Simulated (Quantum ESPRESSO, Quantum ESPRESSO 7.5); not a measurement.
# Work-function anisotropy of Al

Wanted: work functions of Al face by face, under two functionals.

Main program and level: Quantum ESPRESSO 7.5; plane-wave DFT, PBE, PseudoDojo norm-conserving pseudopotentials (geometry by pw.x at PBE, GBRV ultrasoft).

Experimental background.

“Properties of real metallic surfaces: Effects of density functional semilocality and van der Waals nonlocality” (2017, arxiv:1702.08515) quotes from earlier work for Al (clean single-crystal faces): work function of (111) (clean (111) face) 4.32 eV; work function of (100) (clean (100) face) 4.32 eV; work function of (110) (clean (110) face) 4.23 eV.

## Step 1: Starting point

The cell holds 5 atoms: 5 Al. Its edges and angles: a = 2.864 Å, b = 2.864 Å, c = 25.353 Å, α = 90.0°, β = 90.0°, γ = 60.0°. It derives from Al. Vacuum lies along c.

Structure file:

```cif
data_structure
_symmetry_space_group_name_H-M 'P 1'
_symmetry_Int_Tables_number 1
_cell_length_a 2.8638
_cell_length_b 2.8638
_cell_length_c 25.3531
_cell_angle_alpha 90.000
_cell_angle_beta 90.000
_cell_angle_gamma 60.000
_cell_volume 180.07
loop_
_atom_site_label
_atom_site_type_symbol
_atom_site_fract_x
_atom_site_fract_y
_atom_site_fract_z
_atom_site_occupancy
Al1 Al 0.66667 0.66667 0.31554 1
Al2 Al 0.00000 0.00000 0.40777 1
Al3 Al 0.33333 0.33333 0.50000 1
Al4 Al 0.66667 0.66667 0.59223 1
Al5 Al 0.00000 0.00000 0.68446 1
```

## Step 2: Relaxation with pw.x of (111), PBE

BFGS moves the free atoms until their forces fall under forc_conv_thr; those flagged 0 0 0 are held.

Contents of 111.relax.in:

```
&control
  prefix = '111.relax'
  outdir = './out'
  pseudo_dir = './pseudo'
  nstep = 40
  forc_conv_thr = 0.001
  calculation = 'relax'
/
&system
  ibrav = 0
  nat = 5
  ntyp = 1
  ecutwfc = 40
  ecutrho = 200
  occupations = 'smearing'
  smearing = 'mv'
  degauss = 0.02
/
&electrons
  conv_thr = 1e-07
  mixing_beta = 0.4
  electron_maxstep = 120
  mixing_mode = 'local-TF'
/
&ions
/
ATOMIC_SPECIES
  Al  26.9815  al_pbe_v1.uspp.F.UPF
CELL_PARAMETERS angstrom
  2.86378246380552 0.00000000000000 0.00000000000000
  1.43189123190276 2.48010836456797 0.00000000000000
  0.00000000000000 0.00000000000000 25.35307436087194
ATOMIC_POSITIONS crystal
  Al  0.666666666700 0.666666666700 0.315543586002
  Al  0.000000000000 0.000000000000 0.407771793001
  Al  0.333333333300 0.333333333300 0.500000000000 0 0 0
  Al  0.666666666700 0.666666666700 0.592228206999
  Al  0.000000000000 0.000000000000 0.684456413998
K_POINTS automatic
  12 12 1 0 0 0
```

Command:

```
> OMP_NUM_THREADS=1 mpirun -n 4 pw.x -nk 4 -in 111.relax.in > 111.relax.out
```

What it wrote:

```text
Program PWSCF v.7.5 starts
[citation notice left out]

     Parallel version (MPI & OpenMP), running on       4 processor cores
     Number of MPI processes:                 4
     Threads/MPI process:                     1

     MPI processes distributed on     1 nodes
[...]
Current dimensions of program PWSCF are:
     Max number of different atomic species (ntypx) = 10
     Max number of k-points (npk) =  40000
     Max angular momentum in pseudopotentials (lmaxx) =  4
     Message from routine setup:
     using ibrav=0 with symmetry is DISCOURAGED, use correct ibrav instead

     K-points division:     npool     =       4
     Subspace diagonalization in iterative solution of the eigenvalue problem:
     a serial algorithm will be used

     G-vector sticks info
     --------------------
     sticks:   dense  smooth     PW     G-vecs:    dense   smooth      PW
     Sum         409     313    109                57983    41341    7729

     Using Slab Decomposition

     bravais-lattice index     =            0
     lattice parameter (alat)  =       5.4118  a.u.
     unit-cell volume          =    1215.1724 (a.u.)^3
     number of atoms/cell      =            5
     number of atomic types    =            1
     number of electrons       =        15.00
     number of Kohn-Sham states=           12
     kinetic-energy cutoff     =      40.0000  Ry
     charge density cutoff     =     200.0000  Ry
     scf convergence threshold =      1.0E-07
     mixing beta               =       0.4000
     number of iterations used =            8  local-TF  mixing
     energy convergence thresh.=      1.0E-04
     force convergence thresh. =      1.0E-03
     Exchange-correlation= SLA  PW   PBE  PBE
                           (   1   4   3   4   0   0   0)
     nstep                     =           40

     celldm(1)=   5.411765  celldm(2)=   0.000000  celldm(3)=   0.000000
     celldm(4)=   0.000000  celldm(5)=   0.000000  celldm(6)=   0.000000

     crystal axes: (cart. coord. in units of alat)
               a(1) = (   1.000000   0.000000   0.000000 )
               a(2) = (   0.500000   0.866025   0.000000 )
               a(3) = (   0.000000   0.000000   8.853003 )

     reciprocal axes: (cart. coord. in units 2 pi/alat)
               b(1) = (  1.000000 -0.577350  0.000000 )
               b(2) = (  0.000000  1.154701  0.000000 )
               b(3) = (  0.000000  0.000000  0.112956 )

     PseudoPot. # 1 for Al read from file:
     ./pseudo/al_pbe_v1.uspp.F.UPF
     Pseudo is Ultrasoft + core correction, Zval =  3.0
     Generated by new atomic code, or converted to UPF format
     Using radial grid of  893 points,  3 beta functions with:
                l(1) =   0
                l(2) =   1
                l(3) =   2
     Q(r) pseudized with  8 coefficients,  rinner =    0.900   0.900   0.900
                                                       0.900   0.900

     atomic species   valence    mass     pseudopotential
     Al                3.00    26.98150     Al( 1.00)

     12 Sym. Ops., with inversion, found ( 6 have fractional translation)

   Cartesian axes

     site n.     atom                  positions (alat units)
         1        Al     tau(   1) = (   1.0000000   0.5773503   2.7935083  )
         2        Al     tau(   2) = (   0.0000000   0.0000000   3.6100049  )
         3        Al     tau(   3) = (   0.5000000   0.2886751   4.4265014  )
         4        Al     tau(   4) = (   1.0000000   0.5773503   5.2429980  )
         5        Al     tau(   5) = (   0.0000000   0.0000000   6.0594946  )

     number of k points=    19  Marzari-Vanderbilt smearing, width (Ry)=  0.0200
                       cart. coord. in units 2pi/alat
        k(    1) = (   0.0000000   0.0000000   0.0000000), wk =   0.0138889
        k(    2) = (   0.0000000   0.0962250   0.0000000), wk =   0.0833333
        k(    3) = (   0.0000000   0.1924501   0.0000000), wk =   0.0833333
        k(    4) = (   0.0000000   0.2886751   0.0000000), wk =   0.0833333
        k(    5) = (   0.0000000   0.3849002   0.0000000), wk =   0.0833333
        k(    6) = (   0.0000000   0.4811252   0.0000000), wk =   0.0833333
        k(    7) = (   0.0000000  -0.5773503   0.0000000), wk =   0.0416667
        k(    8) = (   0.0833333   0.1443376   0.0000000), wk =   0.0833333
        k(    9) = (   0.0833333   0.2405626   0.0000000), wk =   0.1666667
        k(   10) = (   0.0833333   0.3367877   0.0000000), wk =   0.1666667
[...]
k(   19) = (   0.3333333  -0.5773503   0.0000000), wk =   0.0277778

     Dense  grid:    57983 G-vectors     FFT dimensions: (  27,  27, 216)

     Smooth grid:    41341 G-vectors     FFT dimensions: (  24,  24, 200)

     Estimated max dynamical RAM per process >      69.15 MB

     Estimated total dynamical RAM >     234.15 MB

     Initial potential from superposition of free atoms

     starting charge      14.9877, renormalised to      15.0000

     negative rho (up, down):  1.612E-04 0.000E+00
     Starting wfcs are   20 randomized atomic wfcs

     total cpu time spent up to now is        1.9 secs

     per-process dynamical memory:    42.4 Mb

     Self-consistent Calculation

     iteration #  1     ecut=    40.00 Ry     beta= 0.40
     Davidson diagonalization with overlap
     ethr =  1.00E-02,  avg # of iterations =  4.4

     negative rho (up, down):  3.081E-06 0.000E+00

     total cpu time spent up to now is        2.8 secs

     total energy              =     -33.50671039 Ry
     estimated scf accuracy    <       0.35378271 Ry

     iteration #  2     ecut=    40.00 Ry     beta= 0.40
[...]
negative rho (up, down):  4.775E-04 0.000E+00

[...]
total energy              =     -33.46845081 Ry
     estimated scf accuracy    <       0.22025112 Ry

     iteration #  3     ecut=    40.00 Ry     beta= 0.40
[...]
total energy              =     -33.48661165 Ry
     estimated scf accuracy    <       0.01603014 Ry

     iteration #  4     ecut=    40.00 Ry     beta= 0.40
[...]
negative rho (up, down):  1.309E-05 0.000E+00

[...]
total energy              =     -33.48641081 Ry
     estimated scf accuracy    <       0.01919616 Ry

     iteration #  5     ecut=    40.00 Ry     beta= 0.40
[...]
total energy              =     -33.48704100 Ry
     estimated scf accuracy    <       0.00576860 Ry

     iteration #  6     ecut=    40.00 Ry     beta= 0.40
[...]
Al               0.3333333333        0.3333333333        0.5000000000    0   0   0
Al               0.6666666667        0.6666666667        0.5920966219
Al               0.0000000000       -0.0000000000        0.6845560875

[...]
NEW-OLD atomic charge density approx. for the potential

     negative rho (up, down):  1.876E-04 0.000E+00

     total cpu time spent up to now is       15.0 secs

     per-process dynamical memory:    52.0 Mb

     Self-consistent Calculation

     iteration #  1     ecut=    40.00 Ry     beta= 0.40
     Davidson diagonalization with overlap
     ethr =  1.00E-06,  avg # of iterations =  2.0

     Threshold (ethr) on eigenvalues was too large:
     Diagonalizing with lowered threshold

     Davidson diagonalization with overlap
     ethr =  4.05E-08,  avg # of iterations =  2.3

     negative rho (up, down):  1.867E-04 0.000E+00

     total cpu time spent up to now is       16.2 secs

     total energy              =     -33.48615361 Ry
     estimated scf accuracy    <       0.00000846 Ry

[...]
iteration #  7     ecut=    40.00 Ry     beta= 0.40
[...]
negative rho (up, down):  1.876E-04 0.000E+00

[...]
End of self-consistent calculation

[...]
the Fermi energy is     1.4589 ev

!    total energy              =     -33.48615329 Ry
     estimated scf accuracy    <          8.3E-10 Ry
     smearing contrib. (-TS)   =      -0.00038971 Ry
     internal energy E=F+TS    =     -33.48576358 Ry

     The total energy is F=E-TS. E is the sum of the following terms:
     one-electron contribution =    -245.65964891 Ry
     hartree contribution      =     126.76147017 Ry
     xc contribution           =     -21.28494421 Ry
     ewald contribution        =     106.69735936 Ry

     convergence has been achieved in   7 iterations

     negative rho (up, down):  1.876E-04 0.000E+00

     Forces acting on atoms (cartesian axes, Ry/au):

     atom    1 type  1   force =     0.00000000    0.00000000   -0.00163873
     atom    2 type  1   force =     0.00000000   -0.00000000    0.00206776
     atom    3 type  1   force =     0.00000000    0.00000000    0.00000000
     atom    4 type  1   force =     0.00000000    0.00000000   -0.00206776
     atom    5 type  1   force =     0.00000000   -0.00000000    0.00163873

     Total force =     0.003731     Total SCF correction =     0.000045
     Energy error            =      2.4E-05 Ry
     Gradient error          =      2.1E-03 Ry/Bohr

     number of scf cycles    =   3
     number of bfgs steps    =   2

     energy             old  =     -33.4861288935 Ry
     energy             new  =     -33.4861532922 Ry

     CASE: energy            _new < energy            _old

     new trust radius        =       0.0049533710 bohr
     new conv_thr            =       0.0000000010 Ry

ATOMIC_POSITIONS (crystal)
Al               0.6666666667        0.6666666667        0.3153627369
Al               0.0000000000       -0.0000000000        0.4080067664
Al               0.3333333333        0.3333333333        0.5000000000    0   0   0
Al               0.6666666667        0.6666666667        0.5919932336
Al               0.0000000000       -0.0000000000        0.6846372631

[...]
NEW-OLD atomic charge density approx. for the potential

     negative rho (up, down):  1.871E-04 0.000E+00

     total cpu time spent up to now is       20.6 secs

     per-process dynamical memory:    52.0 Mb

[...]
!    total energy              =     -33.48618098 Ry
[...]
Total force =     0.002489     Total SCF correction =     0.000025
[...]
number of bfgs steps    =   3
[...]
energy             new  =     -33.4861809845 Ry
[...]
new trust radius        =       0.0074300565 bohr
[...]
Self-consistent Calculation

     iteration #  1     ecut=    40.00 Ry     beta= 0.40
     Davidson diagonalization with overlap
     ethr =  1.00E-06,  avg # of iterations =  2.4

     negative rho (up, down):  1.843E-04 0.000E+00

     total cpu time spent up to now is       28.8 secs

     total energy              =     -33.48620288 Ry
     estimated scf accuracy    <       0.00002671 Ry

[...]
iteration #  8     ecut=    40.00 Ry     beta= 0.40
[...]
negative rho (up, down):  1.859E-04 0.000E+00

[...]
End of self-consistent calculation

          k = 0.0000 0.0000 0.0000 (  5293 PWs)   bands (ev):

    -9.4330  -8.7169  -7.6122  -6.1108  -4.1781  -2.1428   0.2945   2.6511
     4.4857   5.4587   5.6392   7.1616

          k = 0.0000 0.0962 0.0000 (  5287 PWs)   bands (ev):

    -9.2660  -8.5505  -7.4467  -5.9464  -4.0145  -1.9849   0.4509   2.8048
     4.6435   5.6213   5.8026   7.3123

          k = 0.0000 0.1925 0.0000 (  5235 PWs)   bands (ev):

    -8.7660  -8.0523  -6.9512  -5.4546  -3.5255  -1.5123   0.9153   3.2516
     5.0870   6.0649   6.2572   6.7250

          k = 0.0000 0.2887 0.0000 (  5207 PWs)   bands (ev):

    -7.9360  -7.2253  -6.1291  -4.6396  -2.7185  -0.7302   1.6477   3.4335
     4.2377   4.3710   5.3430   5.9859

          k = 0.0000 0.3849 0.0000 (  5190 PWs)   bands (ev):

    -6.7813  -6.0750  -4.9868  -3.5103  -1.6185   0.2852   0.9560   1.6663
     2.6746   2.9829   4.0937   5.2284

          k = 0.0000 0.4811 0.0000 (  5162 PWs)   bands (ev):

    -5.3096  -4.6105  -3.5372  -2.1076  -1.4749  -0.8798  -0.0754   0.5029
     1.8057   1.8439   3.6359   4.2752

[...]
the Fermi energy is     1.4621 ev

!    total energy              =     -33.48620194 Ry
     estimated scf accuracy    <          3.5E-10 Ry
     smearing contrib. (-TS)   =      -0.00034525 Ry
     internal energy E=F+TS    =     -33.48585669 Ry

     The total energy is F=E-TS. E is the sum of the following terms:
     one-electron contribution =    -245.52551501 Ry
     hartree contribution      =     126.69573912 Ry
     xc contribution           =     -21.28265387 Ry
     ewald contribution        =     106.62657307 Ry

     convergence has been achieved in   8 iterations

     negative rho (up, down):  1.859E-04 0.000E+00

     Forces acting on atoms (cartesian axes, Ry/au):

     atom    1 type  1   force =     0.00000000    0.00000000   -0.00041028
     atom    2 type  1   force =     0.00000000    0.00000000    0.00022330
     atom    3 type  1   force =     0.00000000   -0.00000000    0.00000000
     atom    4 type  1   force =     0.00000000   -0.00000000   -0.00022330
     atom    5 type  1   force =     0.00000000    0.00000000    0.00041028

     Total force =     0.000661     Total SCF correction =     0.000028
     Energy error            =      2.1E-05 Ry
     Gradient error          =      4.1E-04 Ry/Bohr

     bfgs converged in   5 scf cycles and   4 bfgs steps
     (criteria: energy <  1.0E-04 Ry, force <  1.0E-03 Ry/Bohr)

     End of BFGS Geometry Optimization

     Final energy             =     -33.4862019404 Ry

     File ./out/111.relax.bfgs deleted, as requested
Begin final coordinates

ATOMIC_POSITIONS (crystal)
Al               0.6666666667        0.6666666667        0.3152366185
Al               0.0000000000       -0.0000000000        0.4081618488
Al               0.3333333333        0.3333333333        0.5000000000    0   0   0
Al               0.6666666667        0.6666666667        0.5918381512
Al               0.0000000000       -0.0000000000        0.6847633815
End final coordinates

[...]
=------------------------------------------------------------------------------=
   JOB DONE.
=------------------------------------------------------------------------------=
```

It took 35 s on 4 MPI ranks of Intel Xeon Platinum 8488C (Sapphire Rapids), shared host; peak memory 0.39 GiB.

Relaxation path:

```csv
step,energy less that of the first step (eV),largest force (eV/Å)
1,0.0000,0.0772
2,-0.0004,0.0657
3,-0.0007,0.0532
4,-0.0011,0.0343
5,-0.0014,0.0105
```

Final coordinates:

```xyz
5
Lattice="2.8638 0.0000 0.0000 1.4319 2.4801 0.0000 0.0000 0.0000 25.3531" Properties=species:S:1:pos:R:3
Al    2.8638    1.6534    7.9922
Al    0.0000    0.0000   10.3482
Al    1.4319    0.8267   12.6765
Al    2.8638    1.6534   15.0049
Al    0.0000    0.0000   17.3609
```

 On the free atoms the largest force ends at 0.011 eV/Å.

Numbers from this step:

```
free energy  : -455.6030 eV
Fermi energy : 1.462 eV
```

(Part 1 of 6 ends here.)

[Logs are printed without paths, hosts, clocks, repeated set-up lines and the standing remarks that a program may print on its own settings, such as how far it seeks lower states.]

[Hosts, paths, dates, database ids (printed as entryN), source tags and the programs' standing remarks are cut or masked in the printed files.]

[Maps of the electrostatic potential energy from Ansatz leave out the sawtooth potential of an applied field or a dipole correction, so their vacuum need not be flat; planar profiles and work functions include it.]
